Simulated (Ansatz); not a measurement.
# Electron scattering at the Σ5 (210) boundary in bcc Nb, starting shift (0.5, 0.5)

Wanted: what the Σ5 (210) boundary in bcc Nb, starting shift (0.5, 0.5) costs an interconnect.

Program: Ansatz 0.2.0. Level of theory: Ansatz plane-wave DFT, PBE, PAW files; relaxation of a bicrystal slab with its lowest layers held; PAW set soft_1, in the first sound run; inputs show where later runs differ. Results are calculated unless marked as measured.

## (1) Set-up

The cell holds 25 atoms: 25 Nb. Its edges and angles: a = 7.393 Å, b = 3.306 Å, c = 29.683 Å, α = 90.0°, β = 90.0°, γ = 90.0°. It derives from Nb. built on the (2 1 0) plane; 2 overlapping atoms removed and the grains opened by 0.2 Å. Vacuum lies along c.

## (2) Relaxing the bicrystal

The boundary is built by mirroring the lower grain in the boundary plane and removing any atoms that overlap. A thin bicrystal slab is relaxed first, with the lowest layers held and the upper grain free to shift and open.

input.yaml reads:

```yaml
crystal:
  lattice:
    - [7.393111554, 0.0, 0.0]
    - [0.0, 3.3063, 0.0]
    - [0.0, 0.0, 29.682778885]
  atoms:
    - { symbol: Nb, position: [0.7, 0.5, 0.1684478404] }
    - { symbol: Nb, position: [0.0, 0.0, 0.1933549139] }
    - { symbol: Nb, position: [0.3, 0.5, 0.2182619874] }
    - { symbol: Nb, position: [0.6, 0.0, 0.2431690609] }
    - { symbol: Nb, position: [0.9, 0.5, 0.2680761344] }
    - { symbol: Nb, position: [0.2, 0.0, 0.2929832079] }
    - { symbol: Nb, position: [0.5, 0.5, 0.3178902814] }
    - { symbol: Nb, position: [0.8, 0.0, 0.3427973549] }
    - { symbol: Nb, position: [0.1, 0.5, 0.3677044284] }
    - { symbol: Nb, position: [0.4, 0.0, 0.3926115019] }
    - { symbol: Nb, position: [0.7, 0.5, 0.4175185754] }
    - { symbol: Nb, position: [0.0, 0.0, 0.4424256489] }
    - { symbol: Nb, position: [0.9, 0.5, 0.4989777095] }
    - { symbol: Nb, position: [0.6, 0.0, 0.523884783] }
    - { symbol: Nb, position: [0.3, 0.5, 0.5487918565] }
    - { symbol: Nb, position: [0.0, 0.0, 0.57369893] }
    - { symbol: Nb, position: [0.7, 0.5, 0.5986060035] }
    - { symbol: Nb, position: [0.4, 0.0, 0.623513077] }
    - { symbol: Nb, position: [0.1, 0.5, 0.6484201505] }
    - { symbol: Nb, position: [0.8, 0.0, 0.673327224] }
    - { symbol: Nb, position: [0.5, 0.5, 0.6982342975] }
    - { symbol: Nb, position: [0.2, 0.0, 0.723141371] }
    - { symbol: Nb, position: [0.9, 0.5, 0.7480484445] }
    - { symbol: Nb, position: [0.6, 0.0, 0.772955518] }
    - { symbol: Nb, position: [0.3, 0.5, 0.7978625915] }
kpoints:
  mp_grid: { grid: [3, 7, 1] }
hamiltonian:
  xc: pbe
  pseudopotentials: { kind: paw, azcp: { folder: soft_1 } }
scf:
  occupations: { method: fermi_dirac, width: 0.1 }
relax:
  f_tol: 0.03
  max_steps: 80
  constraints: [{ sites: [0, 1, 2, 3, 4] }]
```

Started as:

```
$ ansatz run input.yaml --threads 4 --pin off --max-ram 15360MiB --backend cpu --events-out ev --progress --plain --runs-dir out
```

Numbers of over 12 decimals in the logs are rounded to 6 here.

What it wrote:

```text
Engine: ansatz 0.2.0, aarch64-unknown-linux-gnu
Pseudopotentials: kind: paw
Pseudopotential: Nb, paw, valence charge 13, recommended cutoff 420 eV (normal), soft_1/Nb.paw.azcp
Functional definition: PBE
  parameter kappa = 0.804
  parameter beta = 0.066725
  exchange = pbe_x(kappa = kappa, mu = beta*pi^2/3)
  correlation = pbe_c(beta = beta)
Crystal: 25 atoms, lattice volume = 725.561 Å³
Basis set: ecut = 420 eV, 14273 PW (Γ), exchange–correlation on 100×48×400 points (8 copies of the dense FFT grid, shifted against one another)
Bands: 195, of which v1, the nominal top of the filled ones, is band 163 counted from 1 (162 counted from 0)
Symmetry: 2 space group operations
Space group: Pm (ITA 6), of the structure as read, at distance tolerance 9.0e-5 Å
k-points: 8 of 21 (time reversal used)
Non-local potential: Nb, projectors of the file, l = 0: 3, l = 1: 2, l = 2: 2, l = 3: 1
PAW form: soft (Blöchl's): semilocal exchange-correlation on the pseudo side does not see the compensation charge
PAW one-centre angular grid: Nb, 590 points (default); XC on 64 Gauss nodes
Initial density: superposition of atomic densities (neutral atoms: chi_scale 0, normalization atom)
Initial wavefunctions: pseudopotential atomic-orbital guess
Functional: x = pbe(κ = 0.804, μ = 0.219515), c = pbe(β = 0.066725)
SCF iter   1: F=—  HF=-113819.435740 eV  |F-HF|=—  |Δ(HF+E_count)|=         —  Δρ=7.28e-2  dr2=3.60e2  ethr=3.10e-3  ⟨swp⟩=9.1  Hψ=7513  notcnv=0
preconditioner: auto → LDOS  [metal: Δε(μ)=0.005 eV  Ē_g=3.707 eV  σ=0.100 eV  W_gap=0.01  n_scr=164 (ndim 8)  ℏωp=15.4 eV  f_vac=0.284  D(μ)=23.60/eV (n_scr^D=172)  β→1.0]
SCF iter   2: F=—  HF=-113812.851048 eV  |F-HF|=—  |Δ(HF+E_count)|=    6.58e0  Δρ=7.43e-2  dr2=7.28e2  ethr=3.10e-3  ⟨swp⟩=13.0  Hψ=9704  notcnv=0  defer=10
SCF iter   3: F=—  HF=-113797.547957 eV  |F-HF|=—  |Δ(HF+E_count)|=    1.53e1  Δρ=1.91e-2  dr2=2.21e1  ethr=3.10e-3  ⟨swp⟩=13.4  Hψ=6865  notcnv=0  defer=6
SCF iter   4: F=—  HF=-113796.829911 eV  |F-HF|=—  |Δ(HF+E_count)|=   7.18e-1  Δρ=4.97e-3  dr2=6.38e-1  ethr=3.10e-3  ⟨swp⟩=3.4  Hψ=2254  notcnv=0  defer=1
SCF iter   5: F=—  HF=-113796.795310 eV  |F-HF|=—  |Δ(HF+E_count)|=   3.46e-2  Δρ=2.38e-3  dr2=5.52e-1  ethr=1.96e-4  ⟨swp⟩=7.5  Hψ=3812  notcnv=0  defer=8
SCF iter   6: F=—  HF=-113796.791309 eV  |F-HF|=—  |Δ(HF+E_count)|=   4.00e-3  Δρ=1.33e-3  dr2=1.60e-1  ethr=1.70e-4  ⟨swp⟩=2.0  Hψ=1606  notcnv=0
SCF iter   7: F=—  HF=-113796.787776 eV  |F-HF|=—  |Δ(HF+E_count)|=   3.53e-3  Δρ=3.11e-4  dr2=3.59e-3  ethr=4.93e-5  ⟨swp⟩=1.6  Hψ=1787  notcnv=0
SCF iter   8: F=—  HF=-113796.786527 eV  |F-HF|=—  |Δ(HF+E_count)|=   1.25e-3  Δρ=9.41e-5  dr2=1.25e-4  ethr=1.10e-6  ⟨swp⟩=2.0  Hψ=2129  notcnv=0
SCF iter   9: F=-113796.786562 eV  HF=-113796.786574 eV  |F-HF|=1.24e-5  |Δ(HF+E_count)|=   4.78e-5  Δρ=3.23e-5  dr2=2.11e-5  ethr=6.92e-9  ⟨swp⟩=3.9  Hψ=6779  notcnv=0
SCF 1 converged in 9 iterations: F = -113796.786562 eV  dr2 = 2.11e-5
  greatest PAW one-centre occupation: 0.998 electrons in one spin orbital (limit 2), on the Nb atom at site 17 (counted from 0), in its partial waves of l = 0
relax step   1: F+E_penalty+E_count = -113796.78656207 eV  Δ(F+E_penalty+E_count) = +0.000e0 eV  max|allowed force component| = 2.615e0 eV/Å  Δτ_max = 0.0000 Å  (9 SCF iters, dr2 threshold 2.25e-5 eV, accepted)
Initial density: handed on by an earlier stage of this run
Initial wavefunctions: those handed on with the density
iter 1 solved again at ethr=1.98e-3 eV; its pass at ethr=3.10e-3 eV (dr2=6.43e0 eV) is discarded
SCF iter   1: F=—  HF=-113798.012400 eV  |F-HF|=—  |Δ(HF+E_count)|=         —  Δρ=1.30e-2  dr2=6.32e0  ethr=1.98e-3  ⟨swp⟩=1.8  Hψ=5341  notcnv=0
preconditioner: auto → LDOS  [metal: Δε(μ)=0.004 eV  Ē_g=3.087 eV  σ=0.100 eV  W_gap=0.01  n_scr=164 (ndim 8)  ℏωp=15.4 eV  f_vac=0.292  D(μ)=33.07/eV (n_scr^D=314)  β→1.0]
SCF iter   2: F=—  HF=-113797.665335 eV  |F-HF|=—  |Δ(HF+E_count)|=   3.47e-1  Δρ=3.82e-3  dr2=2.35e-1  ethr=1.95e-3  ⟨swp⟩=3.6  Hψ=2107  notcnv=0
SCF iter   3: F=—  HF=-113797.658043 eV  |F-HF|=—  |Δ(HF+E_count)|=   7.29e-3  Δρ=1.91e-3  dr2=9.00e-2  ethr=7.23e-5  ⟨swp⟩=3.4  Hψ=3368  notcnv=0  defer=1
SCF iter   4: F=—  HF=-113797.644287 eV  |F-HF|=—  |Δ(HF+E_count)|=   1.38e-2  Δρ=5.27e-4  dr2=5.78e-3  ethr=2.77e-5  ⟨swp⟩=2.0  Hψ=2194  notcnv=0
SCF iter   5: F=—  HF=-113797.643738 eV  |F-HF|=—  |Δ(HF+E_count)|=   5.50e-4  Δρ=1.36e-4  dr2=5.48e-4  ethr=1.78e-6  ⟨swp⟩=2.0  Hψ=2156  notcnv=0
SCF iter   6: F=-113797.643698 eV  HF=-113797.643714 eV  |F-HF|=1.56e-5  |Δ(HF+E_count)|=   2.35e-5  Δρ=4.11e-5  dr2=2.88e-5  ethr=3.08e-8  ⟨swp⟩=3.0  Hψ=6158  notcnv=0
SCF 2 converged in 6 iterations: F = -113797.643698 eV  dr2 = 2.88e-5
  greatest PAW one-centre occupation: 0.998 electrons in one spin orbital (limit 2), on the Nb atom at site 20 (counted from 0), in its partial waves of l = 0
relax step   2: F+E_penalty+E_count = -113797.64369845 eV  Δ(F+E_penalty+E_count) = -8.571e-1 eV  max|allowed force component| = 5.584e-1 eV/Å  Δτ_max = 0.1949 Å  (6 SCF iters, dr2 threshold 1.00e-4 eV, accepted)
SCF iter   1: F=—  HF=-113798.338205 eV  |F-HF|=—  |Δ(HF+E_count)|=         —  Δρ=1.41e-2  dr2=1.20e1  ethr=3.10e-3  ⟨swp⟩=7.2  Hψ=4225  notcnv=0
preconditioner: auto → LDOS  [metal: Δε(μ)=0.020 eV  Ē_g=3.105 eV  σ=0.100 eV  W_gap=0.05  n_scr=164 (ndim 8)  ℏωp=15.4 eV  f_vac=0.297  D(μ)=32.19/eV (n_scr^D=298)  β→1.0]
SCF iter   2: F=—  HF=-113798.032426 eV  |F-HF|=—  |Δ(HF+E_count)|=   3.06e-1  Δρ=4.14e-3  dr2=5.69e-1  ethr=3.10e-3  ⟨swp⟩=1.9  Hψ=1864  notcnv=0
SCF iter   3: F=—  HF=-113798.019386 eV  |F-HF|=—  |Δ(HF+E_count)|=   1.30e-2  Δρ=2.48e-3  dr2=1.07e-1  ethr=1.75e-4  ⟨swp⟩=2.2  Hψ=2705  notcnv=0
SCF iter   4: F=—  HF=-113797.998932 eV  |F-HF|=—  |Δ(HF+E_count)|=   2.05e-2  Δρ=4.63e-4  dr2=5.00e-3  ethr=3.28e-5  ⟨swp⟩=2.2  Hψ=2529  notcnv=0
SCF iter   5: F=—  HF=-113797.997010 eV  |F-HF|=—  |Δ(HF+E_count)|=   1.92e-3  Δρ=1.18e-4  dr2=2.78e-4  ethr=1.54e-6  ⟨swp⟩=3.6  Hψ=3124  notcnv=0
SCF iter   6: F=—  HF=-113797.997023 eV  |F-HF|=—  |Δ(HF+E_count)|=   1.31e-5  Δρ=4.25e-5  dr2=3.83e-5  ethr=8.57e-8  ⟨swp⟩=2.0  Hψ=2187  notcnv=0
SCF iter   7: F=-113797.997024 eV  HF=-113797.997025 eV  |F-HF|=1.04e-6  |Δ(HF+E_count)|=   2.04e-6  Δρ=1.54e-5  dr2=4.11e-6  ethr=6.00e-9  ⟨swp⟩=5.0  Hψ=4964  notcnv=0
SCF 3 converged in 7 iterations: F = -113797.997024 eV  dr2 = 4.11e-6
relax step   3: F+E_penalty+E_count = -113797.99702444 eV  Δ(F+E_penalty+E_count) = -3.533e-1 eV  max|allowed force component| = 4.169e-1 eV/Å  Δτ_max = 0.1945 Å  (7 SCF iters, dr2 threshold 1.95e-5 eV, accepted)
[... from here on, the SCF cycles and remarks between the steps are left out ...]
relax step   4: F+E_penalty+E_count = -113798.21750630 eV  Δ(F+E_penalty+E_count) = -2.205e-1 eV  max|allowed force component| = 3.744e-1 eV/Å  Δτ_max = 0.2000 Å  (7 SCF iters, dr2 threshold 1.09e-5 eV, accepted)
relax step   5: F+E_penalty+E_count = -113798.44212336 eV  Δ(F+E_penalty+E_count) = -2.246e-1 eV  max|allowed force component| = 2.762e-1 eV/Å  Δτ_max = 0.1946 Å  (6 SCF iters, dr2 threshold 7.81e-5 eV, accepted)
relax step   6: F+E_penalty+E_count = -113798.59756594 eV  Δ(F+E_penalty+E_count) = -1.554e-1 eV  max|allowed force component| = 2.081e-1 eV/Å  Δτ_max = 0.1943 Å  (6 SCF iters, dr2 threshold 4.15e-5 eV, accepted)
relax step   7: F+E_penalty+E_count = -113798.62889472 eV  Δ(F+E_penalty+E_count) = -3.133e-2 eV  max|allowed force component| = 3.841e-1 eV/Å  Δτ_max = 0.1945 Å  (7 SCF iters, dr2 threshold 2.36e-5 eV, accepted)
relax step   8: F+E_penalty+E_count = -113798.69300105 eV  Δ(F+E_penalty+E_count) = -6.411e-2 eV  max|allowed force component| = 1.199e-1 eV/Å  Δτ_max = 0.1785 Å  (6 SCF iters, dr2 threshold 8.38e-5 eV, accepted)
relax step   9: F+E_penalty+E_count = -113798.70345376 eV  Δ(F+E_penalty+E_count) = -1.045e-2 eV  max|allowed force component| = 1.804e-1 eV/Å  Δτ_max = 0.1373 Å  (7 SCF iters, dr2 threshold 1.40e-6 eV, accepted)
relax step  10: F+E_penalty+E_count = -113798.71251727 eV  Δ(F+E_penalty+E_count) = -9.064e-3 eV  max|allowed force component| = 4.399e-2 eV/Å  Δτ_max = 0.0730 Å  (7 SCF iters, dr2 threshold 3.17e-6 eV, accepted)
relax step  11: F+E_penalty+E_count = -113798.71539472 eV  Δ(F+E_penalty+E_count) = -2.877e-3 eV  max|allowed force component| = 2.414e-2 eV/Å  Δτ_max = 0.0751 Å  (9 SCF iters, accepted)
SCF iter   1: F=—  HF=-113798.730455 eV  |F-HF|=—  |Δ(HF+E_count)|=         —  Δρ=3.33e-3  dr2=8.28e-2  ethr=4.70e-4  ⟨swp⟩=4.1  Hψ=2972  notcnv=0
preconditioner: auto → LDOS  [metal: Δε(μ)=0.003 eV  Ē_g=3.158 eV  σ=0.100 eV  W_gap=0.01  n_scr=164 (ndim 8)  ℏωp=15.4 eV  f_vac=0.315  D(μ)=31.36/eV (n_scr^D=290)  β→1.0]
SCF iter   2: F=—  HF=-113798.721013 eV  |F-HF|=—  |Δ(HF+E_count)|=   9.44e-3  Δρ=1.19e-3  dr2=4.20e-2  ethr=2.55e-5  ⟨swp⟩=2.0  Hψ=2893  notcnv=0
SCF iter   3: F=—  HF=-113798.717788 eV  |F-HF|=—  |Δ(HF+E_count)|=   3.22e-3  Δρ=2.86e-4  dr2=4.34e-3  ethr=1.29e-5  ⟨swp⟩=2.0  Hψ=2622  notcnv=0
SCF iter   4: F=—  HF=-113798.717714 eV  |F-HF|=—  |Δ(HF+E_count)|=   7.44e-5  Δρ=1.77e-4  dr2=4.29e-4  ethr=1.33e-6  ⟨swp⟩=2.0  Hψ=2545  notcnv=0
SCF iter   5: F=—  HF=-113798.717633 eV  |F-HF|=—  |Δ(HF+E_count)|=   8.02e-5  Δρ=3.00e-5  dr2=2.30e-5  ethr=1.32e-7  ⟨swp⟩=2.5  Hψ=2676  notcnv=0
SCF iter   6: F=—  HF=-113798.716250 eV  |F-HF|=—  |Δ(HF+E_count)|=   1.38e-3  Δρ=1.17e-5  dr2=2.34e-6  ethr=7.08e-9  ⟨swp⟩=3.0  Hψ=2421  notcnv=0
SCF iter   7: F=—  HF=-113798.716251 eV  |F-HF|=—  |Δ(HF+E_count)|=   8.29e-7  Δρ=4.22e-6  dr2=3.71e-7  ethr=7.20e-10  ⟨swp⟩=2.2  Hψ=2412  notcnv=0
SCF iter   8: F=-113798.716251 eV  HF=-113798.716251 eV  |F-HF|=5.19e-8  |Δ(HF+E_count)|=   1.81e-8  Δρ=1.45e-6  dr2=7.23e-8  ethr=3.08e-11  ⟨swp⟩=5.0  Hψ=5582  notcnv=0
SCF 12 converged in 8 iterations: F = -113798.716251 eV  dr2 = 7.23e-8
relax step  12: F+E_penalty+E_count = -113798.71625109 eV  Δ(F+E_penalty+E_count) = -8.564e-4 eV  max|allowed force component| = 2.470e-2 eV/Å  Δτ_max = 0.0423 Å  (8 SCF iters, accepted)
SCF converged after 8 iterations
Free energy (F): -113798.716251 eV
Harris-Foulkes:  -113798.716251 eV  (|F-HF|=5.19e-8)
Internal energy: -113797.688954 eV  (E = F + TS)
E sigma→0 (E₀):  -113798.202603 eV
Entropy (-TS):   -1.027297 eV (-41.092 meV/atom)
Fermi energy:    9.774520 eV
--- Per-component energies (eV) ---
  E_band       = -4337.717805
  E_kinetic    = 9310.951240
  E_local      = -273166.592304  (includes V_loc(G=0)·N_el)
  E_nonlocal   = 2384.558298
  E_hartree    = 132540.265527
  E_xc         = -4130.649202
  E_vxc        = -4999.349403  (∫ρ·V_xc dr)
  E_paw        = -77057.479198  (= ΣΔE_a)
  E_vpaw       = -2947.801575  (= ΣTr[D̂ρ^β])
  E_aug_tail   = 0.001060  (compensation charges beyond the density's cutoff)
  E_ewald      = 96321.255626
  E_smearing   = -1.027297  (= −TS)
  E_closure    = -0.000000  (closes the sum)
  Σ components = -113798.716251   (vs F -113798.716251, Δ=0.00e0)
--- Forces (eV/Å), atoms counted from 1 ---
  atom   1  Nb     0.61769153     0.00000000     1.69901622
  atom   2  Nb    -0.55692404     0.00000000    -0.22410075
  atom   3  Nb    -0.12830762     0.00000000    -0.03864062
  atom   4  Nb     0.13133738     0.00000000    -0.95105505
  atom   5  Nb    -0.05889809     0.00000000    -0.49983925
  atom   6  Nb     0.00229685     0.00000000     0.00004245
  atom   7  Nb    -0.00204755     0.00000000     0.00036487
  atom   8  Nb     0.00181844     0.00000000     0.00276360
  atom   9  Nb    -0.00167396     0.00000000    -0.00340404
  atom  10  Nb     0.00079060     0.00000000    -0.01280768
  atom  11  Nb     0.00514757     0.00000000     0.00373570
  atom  12  Nb    -0.00126041     0.00000000     0.01513227
  atom  13  Nb    -0.01070591     0.00000000    -0.00299123
  atom  14  Nb     0.00012131     0.00000000     0.00718880
  atom  15  Nb    -0.00031146     0.00000000     0.00803804
  atom  16  Nb    -0.01139772     0.00000000    -0.01048045
  atom  17  Nb    -0.00017106     0.00000000    -0.00089608
  atom  18  Nb     0.00417255     0.00000000    -0.00976982
  atom  19  Nb     0.00246376     0.00000000     0.00491734
  atom  20  Nb    -0.00920944     0.00000000    -0.00122720
  atom  21  Nb     0.00888206     0.00000000    -0.00230902
  atom  22  Nb     0.00913289     0.00000000     0.02469997
  atom  23  Nb     0.00581621     0.00000000    -0.00185341
  atom  24  Nb    -0.01108746     0.00000000    -0.00445643
  atom  25  Nb     0.00204789     0.00000000    -0.00195218
  max |Σ_I F_I| component: 2.76e-4 eV/Å
--- Relaxed structure (12 steps of the walk, 12 accepted, 0 SCFs on fresh bases) ---
  F+E_penalty+E_count = -113798.71625109 eV   max|allowed force component| = 2.470e-2 eV/Å
  atoms:
    - { symbol: Nb, position: [0.700000, 0.500000, 0.168448] }
    - { symbol: Nb, position: [0.0, 0.0, 0.193355] }
    - { symbol: Nb, position: [0.3, 0.500000, 0.218262] }
    - { symbol: Nb, position: [0.6, 0.0, 0.243169] }
    - { symbol: Nb, position: [0.9, 0.500000, 0.268076] }
    - { symbol: Nb, position: [0.201143, 0.0, 0.292844] }
    - { symbol: Nb, position: [0.497041, 0.500000, 0.318569] }
    - { symbol: Nb, position: [0.796563, 0.0, 0.342334] }
    - { symbol: Nb, position: [0.103116, 0.500000, 0.366743] }
    - { symbol: Nb, position: [0.395567, 0.0, 0.398646] }
    - { symbol: Nb, position: [0.697729, 0.500000, 0.412527] }
    - { symbol: Nb, position: [0.052340, 0.0, 0.441886] }
    - { symbol: Nb, position: [0.821502, 0.500000, 0.490816] }
    - { symbol: Nb, position: [0.507528, 0.0, 0.495906] }
    - { symbol: Nb, position: [0.223252, 0.500000, 0.520018] }
    - { symbol: Nb, position: [-0.067265, 0.0, 0.556277] }
    - { symbol: Nb, position: [0.613090, 0.500000, 0.577391] }
    - { symbol: Nb, position: [0.326639, 0.0, 0.598688] }
    - { symbol: Nb, position: [0.026246, 0.500000, 0.627294] }
    - { symbol: Nb, position: [0.720943, 0.0, 0.652828] }
    - { symbol: Nb, position: [0.426066, 0.500000, 0.676028] }
    - { symbol: Nb, position: [0.125513, 0.0, 0.701421] }
    - { symbol: Nb, position: [0.814645, 0.500000, 0.726860] }
    - { symbol: Nb, position: [0.521231, 0.0, 0.750413] }
    - { symbol: Nb, position: [0.233120, 0.500000, 0.767376] }
```

It took 7.9 min on 4 threads of Arm Neoverse V1, shared host; peak memory 2.8 GiB; 30 min of CPU time.

Relaxation path:

| step | energy less that of the first step (eV) | largest force component (eV/Å) |
| --- | --- | --- |
| 1 | 0.0000 | 2.6154 |
| 2 | -0.8571 | 0.5584 |
| 3 | -1.2105 | 0.4169 |
| 4 | -1.4309 | 0.3744 |
| 5 | -1.6556 | 0.2762 |
| 6 | -1.8110 | 0.2081 |
| 7 | -1.8423 | 0.3841 |
| 8 | -1.9064 | 0.1199 |
| 9 | -1.9169 | 0.1804 |
| 10 | -1.9260 | 0.0440 |
| 11 | -1.9288 | 0.0241 |
| 12 | -1.9297 | 0.0247 |

Forces are held to the 2 operations that the run works with; a distortion that breaks them can't arise in this run.

The atoms that moved most (Å):

| atom | dx | dy | dz | length |
| --- | --- | --- | --- | --- |
| Nb14 | -0.684 | 0.000 | -0.830 | 1.076 |
| Nb25 | -0.494 | 0.000 | -0.905 | 1.031 |
| Nb15 | -0.567 | 0.000 | -0.854 | 1.025 |
| Nb18 | -0.542 | 0.000 | -0.737 | 0.915 |
| Nb17 | -0.643 | 0.000 | -0.630 | 0.900 |
| Nb23 | -0.631 | 0.000 | -0.629 | 0.891 |
| Nb24 | -0.582 | 0.000 | -0.669 | 0.887 |
| Nb21 | -0.547 | 0.000 | -0.659 | 0.856 |

Numbers from this step:

* free energy: -113798.7163 eV
* energy at zero smearing: -113798.2026 eV
* Fermi energy: 9.775 eV

The largest force component on a free atom ends at 0.025 eV/Å, under the tolerance of 0.03, after 12 steps.

[end of part 1 of 3]

[Logs are printed without paths, hosts, clocks, repeated set-up lines and the standing remarks that a program may print on its own settings, such as how far it seeks lower states.]

[Hosts, paths, dates, database ids (printed as entryN), source tags and the programs' standing remarks are cut or masked in the printed files.]
